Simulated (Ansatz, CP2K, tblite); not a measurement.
## Running H-capped GaAs nanowire along [112] (32 atoms) with CP2K

Wanted: CP2K inputs and outputs for H-capped GaAs nanowire along [112] (32 atoms), checked against a plane-wave reference.

Program: CP2K 2026.2. Level of theory: the method is named at each step. Results are calculated unless marked as measured.

**1. Starting point**

The cell holds 32 atoms: 8 Ga, 8 As and 16 H. Its edges and angles: a = 17.543 Å, b = 16.160 Å, c = 6.923 Å, α = 90.0°, β = 90.0°, γ = 90.0°. It derives from GaAs (zinc-blende). Square section of size parameter 3.53 Å cut from zinc-blende GaAs (a = 5.653 Å) along [112], 1 period, broken bonds capped with H, 9 Å of vacuum. Then every atom was moved at random, 0.05 Å r.m.s. a Cartesian component (hydrogen 0.6 of that). Regions: wire, 16 atoms (8 Ga and 8 As); hydrogen, 16 atoms (16 H). Vacuum lies along a and b. The structure's axis is c.

The yardstick, on the same geometry:

| Quantity | Value |
| --- | --- |
| method | Kohn-Sham DFT, PBE, PAW, plane waves (Ansatz 0.2.0); cutoff 420 eV, Γ point, fermi-dirac smearing of 0.05 eV; PAW set soft_2 |
| r.m.s. force component | 0.9996 eV/Å |
| longest force | 3.997 eV/Å |
| gap (highest filled to lowest empty level) | 2.032 eV |
| SCF cycles | 9 |
| time | 12 s on 4 threads of Arm Neoverse V1, shared host |
| CPU time | 36 s |

**2. PBE, DZVP-UZH, 800/60 Ry, diagonalisation**

Method: Kohn-Sham DFT, PBE, GTH-PBE pseudopotentials, Gaussian and plane waves, DZVP-MOLOPT (UZH set), diagonalisation.

The input, input.inp:

```
&GLOBAL
  PROJECT cell
  RUN_TYPE ENERGY_FORCE
  PRINT_LEVEL LOW
&END GLOBAL
&FORCE_EVAL
  METHOD QS
  &DFT
    BASIS_SET_FILE_NAME BASIS_MOLOPT_UZH
    POTENTIAL_FILE_NAME POTENTIAL_UZH
    &MGRID
      CUTOFF 800
      REL_CUTOFF 60
      NGRIDS 5
    &END MGRID
    &QS
      EPS_DEFAULT 1.0E-12
    &END QS
    &SCF
      SCF_GUESS ATOMIC
      EPS_SCF 1.0E-06
      MAX_SCF 200
      ADDED_MOS 20
      &DIAGONALIZATION
        ALGORITHM STANDARD
      &END DIAGONALIZATION
      &SMEAR ON
        METHOD FERMI_DIRAC
        ELECTRONIC_TEMPERATURE [K] 580
      &END SMEAR
      &MIXING
        METHOD BROYDEN_MIXING
        ALPHA 0.15
        NBROYDEN 8
      &END MIXING
      &PRINT
        &RESTART OFF
        &END RESTART
      &END PRINT
    &END SCF
    &XC
      &XC_FUNCTIONAL PBE
      &END XC_FUNCTIONAL
    &END XC
    &PRINT
      &MULLIKEN ON
      &END MULLIKEN
      &HIRSHFELD ON
        SHAPE_FUNCTION DENSITY
      &END HIRSHFELD
      &MO ON
        EIGENVALUES T
        OCCUPATION_NUMBERS T
        MO_INDEX_RANGE 69 92
        &EACH
          QS_SCF 0
        &END EACH
        ADD_LAST NUMERIC
      &END MO
    &END PRINT
  &END DFT
  &SUBSYS
    &CELL
      A 17.54338 0.00000 0.00000
      B 0.00000 16.15970 0.00000
      C 0.00000 0.00000 6.92348
    &END CELL
    &TOPOLOGY
      COORD_FILE_NAME structure.xyz
      COORD_FILE_FORMAT XYZ
    &END TOPOLOGY
    &KIND Ga
      BASIS_SET DZVP-MOLOPT-PBE-GTH-q13
      POTENTIAL GTH-PBE-q13
    &END KIND
    &KIND As
      BASIS_SET DZVP-MOLOPT-PBE-GTH-q5
      POTENTIAL GTH-PBE-q5
    &END KIND
    &KIND H
      BASIS_SET DZVP-MOLOPT-PBE-GTH-q1
      POTENTIAL GTH-PBE-q1
    &END KIND
  &END SUBSYS
  &PRINT
    &FORCES ON
    &END FORCES
  &END PRINT
&END FORCE_EVAL
```

The input, structure.xyz:

```xyz
32

Ga 5.80160 5.99347 3.39514
As 5.70002 6.82004 5.68826
Ga 5.86142 9.32867 5.79419
As 5.77318 10.11419 1.13510
Ga 7.81891 6.15943 6.83368
As 7.77716 6.86884 2.45036
Ga 7.79189 9.41319 2.30365
As 7.81400 10.13730 4.56610
Ga 9.74658 6.01658 3.51380
As 9.71623 6.86044 5.80963
Ga 9.90289 9.42272 5.75410
As 9.77272 10.15152 1.14916
Ga 11.76898 6.06102 0.05684
As 11.84038 6.74118 2.32684
Ga 11.70196 9.34952 2.36132
As 11.79582 10.04293 4.60051
H 4.52900 6.65166 2.72931
H 5.76616 4.45248 3.43592
H 4.52812 6.39068 6.49568
H 4.51865 9.88764 5.00235
H 5.79756 11.67312 1.19105
H 4.56847 9.67530 1.82607
H 7.70909 4.51179 6.87342
H 7.79224 11.63127 4.61208
H 9.76079 4.47688 3.47739
H 9.82692 11.64953 1.11385
H 11.74564 4.54233 6.85798
H 13.01807 6.64051 6.12326
H 12.97491 6.32927 3.00541
H 13.06789 9.84514 1.61442
H 11.78406 11.69381 4.64510
H 13.02333 9.60759 5.25416
```

On the command line:

```bash
$ OMP_NUM_THREADS=2 cp2k.psmp -i input.inp > output.txt
```

Numbers of over 12 decimals in the logs are rounded to 6 here.

The program printed:

```text
CP2K| version string:                                       CP2K version 2026.2
 CP2K| Input file name                                                 input.inp
 GLOBAL| Basis set file name                                    BASIS_MOLOPT_UZH
 GLOBAL| Potential file name                                       POTENTIAL_UZH
 GLOBAL| Run type                                                   ENERGY_FORCE
 GLOBAL| Total number of message passing processes                             1
 GLOBAL| Number of threads for this process                                    2
 TOTAL NUMBERS AND MAXIMUM NUMBERS
  Total number of            - Atomic kinds:                                   3
                             - Atoms:                                         32
                             - Shell sets:                                    32
                             - Shells:                                       144
                             - Primitive Cartesian functions:                160
                             - Cartesian basis functions:                    432
                             - Spherical basis functions:                    384
  Maximum angular momentum of- Orbital basis functions:                        3
                             - Local part of the GTH pseudopotential:          2
                             - Non-local part of the GTH pseudopotential:      4
 SCF PARAMETERS         Density guess:                                    ATOMIC
                        max_scf:                                             200
                        eps_scf:                                        1.00E-06
                        added MOs                                        20    0
                        Mixing method:                            BROYDEN_MIXING
                                                charge density mixing in g-space
                        Smear method:                                FERMI_DIRAC
                        Electronic temperature [K]:                        580.0
                        Electronic temperature [a.u.]:                  1.84E-03
                        Accuracy threshold:                             1.00E-10
 Extrapolation method: initial_guess
 Number of electrons:                                                        160
 Number of occupied orbitals:                                                 80
 Number of molecular orbitals:                                               100
 Number of orbital functions:                                                384
 Number of independent orbital functions:                                    384
 SCF WAVEFUNCTION OPTIMIZATION
  Step     Update method      Time    Convergence         Total energy    Change
     1 NoMix/Diag. 0.15E+00    4.1     1.16268032      -656.1768969414 -6.56E+02
     2 Broy./Diag. 0.15E+00    5.0     0.08429366      -654.5901058517  1.59E+00
     3 Broy./Diag. 0.15E+00    5.1     0.32696224      -655.7453318610 -1.16E+00
     4 Broy./Diag. 0.15E+00    5.2     0.02630239      -655.8848514181 -1.40E-01
[...]
33 Broy./Diag. 0.15E+00    5.9     0.00000347      -656.4814973500 -1.23E-06
    34 Broy./Diag. 0.15E+00    5.8     0.00000054      -656.4815013533 -4.00E-06
  *** SCF run converged in    34 steps ***
  Electronic density on regular grids:       -159.9999999999        0.0000000001
  Core density on regular grids:              159.9999999998       -0.0000000002
  Total charge density on r-space grids:       -0.0000000001
  Total charge density g-space grids:          -0.0000000001
  Overlap energy of the core charge distribution:               1.1462e-05
  Self energy of the core charge distribution:               -909.229189
  Core Hamiltonian energy:                                    266.170032
  Hartree energy:                                              86.322780
  Exchange-correlation energy:                                -99.745136
  Electronic entropic energy:                                  -2.7978e-10
  Fermi energy:                                                -0.085337
  Total energy:                                              -656.481501
  Total energy (extrapolated to T->0):                       -656.481501
 MO| EIGENVALUES AND OCCUPATION NUMBERS
 MO|
 MO|  Index      Eigenvalue [a.u.]        Eigenvalue [eV]             Occupation
 MO|     69              -0.194913              -5.303854               2.000000
 MO|     70              -0.185723              -5.053773               2.000000
 MO|     71              -0.184762              -5.027636               2.000000
[...]
MO|     91               0.027626               0.751752               0.000000
 MO|     92               0.030251               0.823174               0.000000
 MO| Sum:                                                             160.000000
 MO| E(Fermi):           -0.085337 a.u.         -2.322151 eV
 !-----------------------------------------------------------------------------!
                     Mulliken Population Analysis
 #  Atom  Element  Kind  Atomic population                           Net charge
       1     Ga       1         12.825668                              0.174332
       2     As       2          5.121490                             -0.121490
       3     Ga       1         12.839962                              0.160038
[...]
31     H        3          0.990409                              0.009591
      32     H        3          0.922960                              0.077040
 # Total charge                            160.000000                 -0.000000
 !-----------------------------------------------------------------------------!
 !-----------------------------------------------------------------------------!
                           Hirshfeld Charges
  #Atom  Element  Kind  Ref Charge     Population                    Net charge
      1       Ga     1      13.000         12.859                         0.141
      2       As     2       5.000          5.029                        -0.029
      3       Ga     1      13.000         12.849                         0.151
[...]
31       H      3       1.000          0.995                         0.005
     32       H      3       1.000          0.974                         0.026
  Total Charge                                                           -0.000
 !-----------------------------------------------------------------------------!
 ENERGY| Total FORCE_EVAL ( QS ) energy [hartree]           -656.481509
 FORCES| Atomic forces [hartree/bohr]
 FORCES|   Atom     x               y               z               |f|
 FORCES|      1 -3.03100580E-02 -6.12633851E-03 -3.72118799E-03   3.11460893E-02
 FORCES|      2  1.96076144E-02  2.09707910E-02  3.37936838E-03   2.89076590E-02
 FORCES|      3 -3.88919844E-02 -1.39151023E-02 -2.47393850E-02   4.81482470E-02
[...]
FORCES|     31  6.80225587E-03 -3.12141132E-02  1.71741752E-03   3.19928284E-02
 FORCES|     32  1.94055529E-02 -2.44651737E-03  1.25810299E-02   2.32560367E-02
 FORCES| Sum     2.99325107E-04  1.71408275E-03  9.23403057E-04
 FORCES| Total atomic force                                       1.96985999E-03
```

Run time: 3.4 min. Hardware: 2 threads of Arm Neoverse V1, shared host; peak memory 6.8 GiB; 6 min of CPU time.

Banners, paths, timers and routine set-up lines are dropped from the logs unmarked, and long logs keep their key lines alone; longer cuts are marked.

Against the reference:

```yaml
r_m_s_force_component: 1.026 eV/Å
r_m_s_difference_of_force_components: 36.53 meV/Å
longest_difference_of_force_vectors: 116.3 meV/Å
force_difference_over_r_m_s_force: 3.655 %
slope_of_forces_against_the_reference_s: 1.026
correlation_of_force_components: 0.9997
spacing_of_highest_filled_and_lowest_empty_level: 2.013 eV
gap_difference: -0.0197 eV
```

Length of the force difference by element (eV/Å):

| element | atoms | mean | most |
| --- | --- | --- | --- |
| As | 8 | 0.055 | 0.091 |
| Ga | 8 | 0.071 | 0.11 |
| H | 16 | 0.047 | 0.12 |

Levels nearest the highest filled one (eV from it): -1.98, -1.73, -1.70, -1.62, -1.51, -1.43, -1.34, -1.16, -0.83, -0.60, -0.39, 0.00, 2.01, 2.74, 2.82, 3.04, 3.17, 3.35, 3.44, 3.52, 3.63, 3.86, 4.08, 4.15.

Local excerpt of 12 atoms (numbers count through the whole input) about As16, whose charge lies farthest from its element's mean; x, y, z are measured from there.

```
atom      x      y      z  distance (Å)  bonds  Hirshfeld charge (e)     Fx     Fy  Fz (eV/Å)
As16   0.00   0.00   0.00          0.00      4                  0.11   0.18   2.71      -0.41
 H32   1.23  -0.44   0.65          1.46      1                  0.03   1.00  -0.13       0.65
 H31  -0.01   1.65   0.04          1.65      1                  0.01   0.35  -1.61       0.09
Ga11  -1.89  -0.62   1.15          2.30      4                  0.15  -1.62  -1.71       0.75
Ga15  -0.09  -0.69  -2.24          2.35      4                  0.15   1.99  -1.30      -1.39
 H30   1.27  -0.20  -2.99          3.25      1                 -0.13  -0.60   0.08       0.20
 H28   1.22  -3.40   1.52          3.92      1                 -0.15  -0.36   0.25       0.19
 As8  -3.98   0.09  -0.03          3.98      4                 -0.03   0.60  -0.08       0.72
As10  -2.08  -3.18   1.21          3.99      4                 -0.12   1.99   1.69      -0.59
As12  -2.02   0.11  -3.45          4.00      4                 -0.02  -0.13  -0.10      -0.31
As14   0.04  -3.30  -2.27          4.01      4                 -0.02  -3.25   2.35      -0.76
As12  -2.02   0.11   3.47          4.02      4                 -0.02  -0.13  -0.10      -0.31
```

Forces lie 3.7 % from the reference's, at 10 times its CPU time (on 2 against 4 cores).

**3. PBE, TZV2P-MOLOPT (SR for Ga, As), 800/60 Ry, diagonalisation**

Method: Kohn-Sham DFT, PBE, GTH-PBE pseudopotentials, Gaussian and plane waves, TZV2P-MOLOPT-GTH, diagonalisation.

Changes to input.inp since step 2:

```diff
@@ -8,4 +8,5 @@
   &DFT
-    BASIS_SET_FILE_NAME BASIS_MOLOPT_UZH
-    POTENTIAL_FILE_NAME POTENTIAL_UZH
+    BASIS_SET_FILE_NAME BASIS_MOLOPT
+    BASIS_SET_FILE_NAME BASIS_MOLOPT_UCL
+    POTENTIAL_FILE_NAME GTH_POTENTIALS
     &MGRID
@@ -67,8 +68,31 @@
     &END CELL
-    &TOPOLOGY
-      COORD_FILE_NAME structure.xyz
-      COORD_FILE_FORMAT XYZ
-    &END TOPOLOGY
+    &COORD
+      Ga 5.80160 5.99347 3.39514
+      As 5.70002 6.82004 5.68826
+      Ga 5.86142 9.32867 5.79419
+      As 5.77318 10.11419 1.13510
+      Ga 7.81891 6.15943 6.83368
+      As 7.77716 6.86884 2.45036
+      Ga 7.79189 9.41319 2.30365
+      As 7.81400 10.13730 4.56610
+      Ga 9.74658 6.01658 3.51380
+      As 9.71623 6.86044 5.80963
+      Ga 9.90289 9.42272 5.75410
+      As 9.77272 10.15152 1.14916
+      Ga 11.76898 6.06102 0.05684
+      As 11.84038 6.74118 2.32684
+      Ga 11.70196 9.34952 2.36132
+      As 11.79582 10.04293 4.60051
+      H 4.52900 6.65166 2.72931
+      H 5.76616 4.45248 3.43592
+      H 4.52812 6.39068 6.49568
+      H 4.51865 9.88764 5.00235
+[... 8 atom lines left out ...]
+      H 12.97491 6.32927 3.00541
+      H 13.06789 9.84514 1.61442
+      H 11.78406 11.69381 4.64510
+      H 13.02333 9.60759 5.25416
+    &END COORD
     &KIND Ga
-      BASIS_SET DZVP-MOLOPT-PBE-GTH-q13
+      BASIS_SET TZV2P-MOLOPT-SR-GTH-q13
       POTENTIAL GTH-PBE-q13
@@ -76,3 +100,3 @@
     &KIND As
-      BASIS_SET DZVP-MOLOPT-PBE-GTH-q5
+      BASIS_SET TZV2P-MOLOPT-SR-GTH-q5
       POTENTIAL GTH-PBE-q5
@@ -80,3 +104,3 @@
     &KIND H
-      BASIS_SET DZVP-MOLOPT-PBE-GTH-q1
+      BASIS_SET TZV2P-MOLOPT-GTH-q1
       POTENTIAL GTH-PBE-q1
```

The program printed:

```text
CP2K| version string:                                       CP2K version 2026.2
 CP2K| Input file name                                                 input.inp
 GLOBAL| Basis set file name                                        BASIS_MOLOPT
 GLOBAL| Potential file name                                      GTH_POTENTIALS
 GLOBAL| Run type                                                   ENERGY_FORCE
 GLOBAL| Total number of message passing processes                             1
 GLOBAL| Number of threads for this process                                    2
 TOTAL NUMBERS AND MAXIMUM NUMBERS
  Total number of            - Atomic kinds:                                   3
                             - Atoms:                                         32
[... lines left out ...]
                        Smear method:                                FERMI_DIRAC
[... lines left out ...]
 Number of electrons:                                                        160
[... lines left out ...]
  Step     Update method      Time    Convergence         Total energy    Change
[... lines left out ...]
  *** SCF run converged in    36 steps ***
[... lines left out ...]
  Fermi energy:                                                -0.083883
  Total energy:                                              -656.435772
  Total energy (extrapolated to T->0):                       -656.435772
[... lines left out ...]
 MO| E(Fermi):           -0.083883 a.u.         -2.282568 eV
[... lines left out ...]
       2     As       2          4.547159                              0.452841
       3     Ga       1         13.350602                             -0.350602
[...]
31     H        3          1.048735                             -0.048735
      32     H        3          1.062421                             -0.062421
 # Total charge                            160.000000                 -0.000000
 !-----------------------------------------------------------------------------!
 !-----------------------------------------------------------------------------!
                           Hirshfeld Charges
  #Atom  Element  Kind  Ref Charge     Population                    Net charge
      1       Ga     1      13.000         12.855                         0.145
      2       As     2       5.000          5.028                        -0.028
      3       Ga     1      13.000         12.847                         0.153
[...]
31       H      3       1.000          0.997                         0.003
     32       H      3       1.000          0.977                         0.023
  Total Charge                                                           -0.000
 !-----------------------------------------------------------------------------!
 ENERGY| Total FORCE_EVAL ( QS ) energy [hartree]           -656.435762
 FORCES| Atomic forces [hartree/bohr]
 FORCES|   Atom     x               y               z               |f|
 FORCES|      1 -2.99617396E-02 -5.40844366E-03 -3.59169931E-03   3.06570939E-02
 FORCES|      2  1.92840686E-02  2.08321303E-02  3.41667519E-03   2.85924225E-02
 FORCES|      3 -3.86019024E-02 -1.38107368E-02 -2.46888841E-02   4.78579598E-02
[...]
FORCES|     31  6.69689724E-03 -3.04614889E-02  1.69708553E-03   3.12350899E-02
 FORCES|     32  1.91467085E-02 -2.46929356E-03  1.24703147E-02   2.29826588E-02
 FORCES| Sum     7.68777529E-05  1.75567154E-03  1.06592995E-03
 FORCES| Total atomic force                                       2.05535871E-03
```

Run time: 4.7 min. Hardware: 2 threads; peak memory 6.8 GiB.

Numbers from this run, and their distance from the reference:

```
r.m.s. force component                           : 1.013 eV/Å
r.m.s. difference of force components            : 29.71 meV/Å
longest difference of force vectors              : 79.5 meV/Å
force difference over r.m.s. force               : 2.973 %
slope of forces against the reference's          : 1.013
correlation of force components                  : 0.9997
gap (highest filled to lowest empty level) : 2.027 eV
gap difference                                   : -0.0056 eV
```

Against the first run (3.7 %), the force difference from the reference is 3.0 %, at 1.4 times the CPU time, with 648 basis functions against 384; this set comes with other potentials too, so the change isn't the basis's alone.

(Continued in part 2 of 2.)

[Also dropped from logs without a mark: logging warnings of Python, and SIESTA's first energy breakdown and zero terms.]

[Logs are printed without paths, hosts, clocks, repeated set-up lines and the standing remarks that a program may print on its own settings, such as how far it seeks lower states.]

[Hosts, paths, dates, database ids (printed as entryN), source tags and the programs' standing remarks are cut or masked in the printed files.]
